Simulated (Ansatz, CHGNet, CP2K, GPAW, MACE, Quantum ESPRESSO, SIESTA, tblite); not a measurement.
# tblite runs on random rock-salt (Na, Li, K)Cl solid solution (64 atoms)

Wanted: tblite inputs and outputs for random rock-salt (Na, Li, K)Cl solid solution (64 atoms), checked against a plane-wave reference.

Method: the method is named at each step, in tblite 0.8.0.

## (1) Starting point

The cell holds 64 atoms: 10 Na, 32 Cl, 11 Li and 11 K. Its edges and angles: a = 11.382 Å, b = 11.382 Å, c = 11.382 Å, α = 90.0°, β = 90.0°, γ = 90.0°. Rock-salt lattice (a = 5.691 Å, the mean of the end members), 2 x 2 x 2 cells, metal sites filled at random with 10 Na, 11 Li, 11 K; then minimised and run for 3 ps at 250 K (NVT) with a classical potential, last frame taken. Then every atom was moved at random, 0.05 Å r.m.s. a Cartesian component.

The yardstick, on the same geometry:

| Property | Result |
| --- | --- |
| method | Kohn-Sham DFT, PBE, SSSP efficiency 1.3.0 pseudopotentials, plane waves (Quantum ESPRESSO 7.5); sssp-pbe-1.3.0-efficiency, cutoffs 45/360 Ry, Γ point |
| r.m.s. force component | 0.2488 eV/Å |
| longest force | 0.9208 eV/Å |
| pressure | 2.079 GPa |
| gap (highest filled to lowest empty level) | 3.943 eV |
| time | 4.3 min on 2 MPI ranks of Arm Neoverse V1, shared host |
| CPU time | 8.7 min |

## (2) GFN1-xTB

Method: GFN1-xTB tight binding, diagonalisation.

The input, run.py:

```python
import numpy as np
from ase.io import read
from tblite.ase import TBLite

atoms = read("structure.xyz")
atoms.calc = TBLite(method="GFN1-xTB", electronic_temperature=580, accuracy=1.0, max_iterations=250, mixer_damping=0.4, verbosity=1)
energy = atoms.get_potential_energy()
forces = atoms.get_forces()
print(f"energy {energy:.6f} eV")
print("forces (eV/A)")
for i, (a, f) in enumerate(zip(atoms, forces)):
    print(f"{i:4d} {a.symbol:2s} {f[0]:10.5f} {f[1]:10.5f} {f[2]:10.5f}")
stress = -atoms.get_stress(voigt=False) * 160.21766
print("stress (GPa, compression positive)")
for row in stress:
    print(" ".join(f"{x:10.4f}" for x in row))
print("charges (e)")
print(np.array2string(atoms.get_charges(), precision=4, suppress_small=True, max_line_width=110, threshold=100000))
```

The input, structure.xyz:

```xyz
64
Lattice="11.38200 0.00000 0.00000 0.00000 11.38200 0.00000 0.00000 0.00000 11.38200" Properties=species:S:1:pos:R:3 pbc="T T T"
Na 11.19909 0.17301 11.37711
Cl 2.58599 0.16242 0.15730
Li 0.49000 3.01828 2.75262
Cl 2.96774 3.01930 2.87088
K 2.74249 11.22584 2.98516
Cl 11.01436 0.27863 2.74010
Na 3.01282 2.98425 11.37767
Cl 0.13454 2.94043 0.14136
Na 11.20387 0.30003 5.69624
Cl 2.89900 0.21751 5.78513
K 11.35468 3.06790 8.53570
Cl 3.03103 3.22270 8.58977
K 2.91243 0.02686 8.66102
Cl 11.10872 0.19133 8.49666
Li 3.06529 2.76230 5.45118
Cl 0.43320 2.94077 5.55669
Li 0.19452 5.63455 0.12657
Cl 2.73794 5.70819 0.20692
K 11.24758 8.59432 3.01407
Cl 2.81318 8.20824 2.82342
Li 3.07644 5.56261 2.84459
Cl 0.00672 5.39484 2.69401
Na 2.75240 8.49040 0.08832
Cl 0.07808 8.40925 0.10528
K 11.12249 5.90202 5.84067
Cl 2.89592 5.46564 5.45790
K 10.40736 8.63063 8.84734
Cl 3.24740 8.37419 8.85394
Li 3.03706 5.79014 9.03367
Cl 0.39257 5.98932 8.88046
K 2.82843 8.51931 5.84682
Cl 11.36584 8.96856 5.96792
K 5.71889 0.02299 0.07307
Cl 8.70780 10.70557 10.47918
Li 5.65594 2.99096 2.91607
Cl 8.15315 2.65815 2.24157
Na 8.38649 0.14592 3.23203
Cl 5.68349 0.31904 3.07473
Na 8.58521 2.97856 11.16517
Cl 5.52687 3.02295 11.21537
Na 5.76965 0.18336 5.74825
Cl 8.52535 0.15400 5.97031
Li 5.65424 3.11241 8.63279
Cl 8.29725 2.92700 8.50782
Li 8.46263 0.47349 8.46992
Cl 5.87300 0.26361 8.48187
Li 7.93086 2.54115 6.10940
Cl 5.34146 2.91812 5.79845
Na 5.57456 5.68667 0.10517
Cl 8.61891 5.79105 11.27615
K 5.72583 8.49837 2.93849
Cl 8.45831 8.03911 3.30886
Na 8.49177 5.24972 2.42585
Cl 5.62840 5.43900 2.73498
Na 8.52637 8.32343 0.63136
Cl 5.59425 8.44783 0.04189
[... 4 atom lines left out ...]
Li 8.07416 5.22366 9.01022
Cl 5.63944 5.71661 8.80705
Li 8.40606 9.08602 5.55396
Cl 5.80619 8.99440 5.83168
```

Launch:

```
> OMP_NUM_THREADS=1 python run.py > output.txt
```

What it wrote:

```text
------------------------------------------------------------
  cycle        total energy    energy error   density error
------------------------------------------------------------
      1     -150.8560987809  -1.5059862E+02   5.5867097E-01
      2     -150.2954854005   5.6061338E-01   3.3568660E-01
      3     -80.45265669265   6.9842829E+01   6.1829972E-01
      4     -149.9662878663  -6.9513631E+01   1.0113578E-01
      5     -150.7184643268  -7.5217646E-01   6.4633621E-02
      6     -151.2547982760  -5.3633395E-01   2.2178352E-02
      7     -151.3105640185  -5.5765742E-02   1.0210323E-02
      8     -151.3232855766  -1.2721558E-02   3.9475098E-04
      9     -151.3232851761   4.0054977E-07   1.8577821E-04
     10     -151.3232805140   4.6621076E-06   2.0776403E-04
     11     -151.3232865030  -5.9890537E-06   8.9956331E-06
     12     -151.3232865036  -6.3286620E-10   3.1342587E-06
------------------------------------------------------------
 total:                                   3.109 sec
energy -4117.716364 eV
forces (eV/A)
   0 Na    0.21098   -0.08153   -0.11490
   1 Cl    0.07644   -0.12401   -0.05150
   2 Li    0.10434    0.08664    0.19393
   3 Cl    0.10339   -0.04807   -0.05610
   4 K    -0.11381    0.29583    0.01675
   5 Cl   -0.02253   -0.02070    0.11939
   6 Na   -0.35570   -0.07589    0.03023
   7 Cl   -0.21029    0.12934    0.08043
   8 Na    0.36848    0.07868    0.05476
   9 Cl   -0.04322    0.11621   -0.07398
  10 K     0.18695    0.14750   -0.11248
  11 Cl    0.26597    0.04702    0.10858
  12 K    -0.11400    0.10577   -0.07624
  13 Cl   -0.06996    0.11728   -0.02749
  14 Li   -0.35237    0.27604    0.06161
  15 Cl    0.14422   -0.36837   -0.26617
  16 Li    0.17988    0.08023   -0.06890
  17 Cl    0.07373   -0.06773    0.01572
  18 K     0.21707   -0.18990   -0.02064
  19 Cl    0.06913   -0.05395    0.00741
  20 Li   -0.14803    0.03356    0.20122
  21 Cl    0.00844    0.04031   -0.30815
  22 Na    0.00955    0.04280   -0.06433
  23 Cl   -0.30314    0.04149    0.27134
[...]
56 K    -0.07568   -0.12023    0.02833
  57 Cl   -0.25665   -0.12914    0.14830
  58 K     0.01401    0.00889   -0.09473
  59 Cl   -0.00640    0.18948    0.13334
  60 Li   -0.06684    0.34403   -0.32610
  61 Cl    0.15147   -0.45485    0.07742
  62 Li    0.01127   -0.43702    0.22935
  63 Cl    0.37228   -0.05503   -0.20783
stress (GPa, compression positive)
   -2.8848     0.0504    -0.0291
    0.0504    -3.0619     0.0899
   -0.0291     0.0899    -2.3375
charges (e)
[ 0.7929 -0.6758  0.482  -0.4868  0.519  -0.6511  0.786  -0.5996  0.8096 -0.6291  0.4938 -0.5569  0.5326
 -0.6367  0.5031 -0.5822  0.4704 -0.5482  0.5295 -0.6273  0.4936 -0.5386  0.8194 -0.6461  0.5299 -0.5602
  0.5264 -0.619   0.5075 -0.5681  0.5731 -0.6321  0.5109 -0.6188  0.4785 -0.645   0.7647 -0.642   0.7528
 -0.6305  0.8105 -0.5201  0.4697 -0.4643  0.4666 -0.6006  0.4516 -0.4971  0.7768 -0.5995  0.5422 -0.6219
  0.7855 -0.5818  0.7868 -0.6866  0.4979 -0.5898  0.5395 -0.5524  0.4722 -0.532   0.4908 -0.6259]
```

Wall time 3.7 s (1 thread of Arm Neoverse V1, shared host); peak memory 0.12 GiB.

Banners, paths, timers and routine set-up lines are dropped from the logs unmarked, and long logs keep their key lines alone; longer cuts are marked.

Numbers from this run, and their distance from the reference:

* r.m.s. force component: 0.182 eV/Å
* r.m.s. difference of force components: 98.11 meV/Å
* longest difference of force vectors: 319.7 meV/Å
* force difference over r.m.s. force: 39.43 %
* slope of forces against the reference's: 0.6899
* correlation of force components: 0.943
* pressure: -2.761 GPa
* pressure difference: -4.84 GPa

Length of the force difference by element (eV/Å):

```tsv
element	atoms	mean	most
Cl	32	0.13	0.32
K	11	0.17	0.30
Li	11	0.17	0.27
Na	10	0.17	0.30
```

A closer look about Cl62, picked at random: 11 atoms, nearest first, numbered in the order of the input, with positions taken from that point.

```tsv
atom	x	y	z	distance (Å)	bonds	Mulliken charge (e)	Fx	Fy	Fz (eV/Å)
Cl62	0.00	0.00	0.00	0.00	6	-0.53	0.151	-0.455	0.077
Li61	2.43	-0.49	0.20	2.49	4	0.47	-0.067	0.344	-0.326
Li43	0.01	-2.60	-0.17	2.61	6	0.47	-0.353	-0.045	-0.113
Li29	-2.60	0.07	0.23	2.61	5	0.51	-0.159	0.052	-0.101
Na49	-0.06	-0.03	2.68	2.68	6	0.78	-0.147	0.087	-0.058
K59	0.67	2.94	-0.11	3.01	6	0.54	0.014	0.009	-0.095
K57	0.40	0.11	-3.06	3.08	7	0.50	-0.076	-0.120	0.028
Cl60	2.83	1.34	-1.52	3.49	6	-0.55	-0.006	0.189	0.133
Cl28	-2.39	2.66	0.05	3.58	5	-0.62	-0.126	-0.118	-0.065
Cl40	-0.11	-2.69	2.41	3.62	5	-0.63	0.463	-0.072	-0.091
Cl12	-2.61	-2.49	-0.22	3.62	5	-0.56	0.266	0.047	0.109
```

Atoms are counted from 1 here, from 0 in the log.

Forces lie 39 % from the reference's, at 0.0071 times its CPU time (on 1 against 2 cores).

## (3) Results

* force difference from the reference: tblite GFN1-xTB, 39 %
* its CPU time: 3.7 s

Tight binding differs by 39 % (tblite GFN1-xTB); it is another model, with fitted parameters of its own, and the xTB methods hold dispersion. One electronic-structure run takes under half the reference's CPU time: tblite GFN1-xTB, at 39 % in 3.7 s against 8.7 min; its pressure misses by -4.8 GPa. Periodic xTB results under one method name differ between programs and library versions. The reference's pressure holds the uncorrected Pulay stress of its 45 Ry basis, so small pressure differences, and their order, may be the reference's own error. The host structure and its lattice constant were typed by rule, without a check against the phase diagram. The reference's pressure of 2.1 GPa belongs to a cell and atoms that aren't relaxed at this level. The electronic-structure runs sample only Γ, in a cell whose shortest periodic width is 11 Å.

[Also dropped from logs without a mark: logging warnings of Python, and SIESTA's first energy breakdown and zero terms.]

[Logs are printed without paths, hosts, clocks, repeated set-up lines and the standing remarks that a program may print on its own settings, such as how far it seeks lower states.]

[Hosts, paths, dates, database ids (printed as entryN), source tags and the programs' standing remarks are cut or masked in the printed files.]
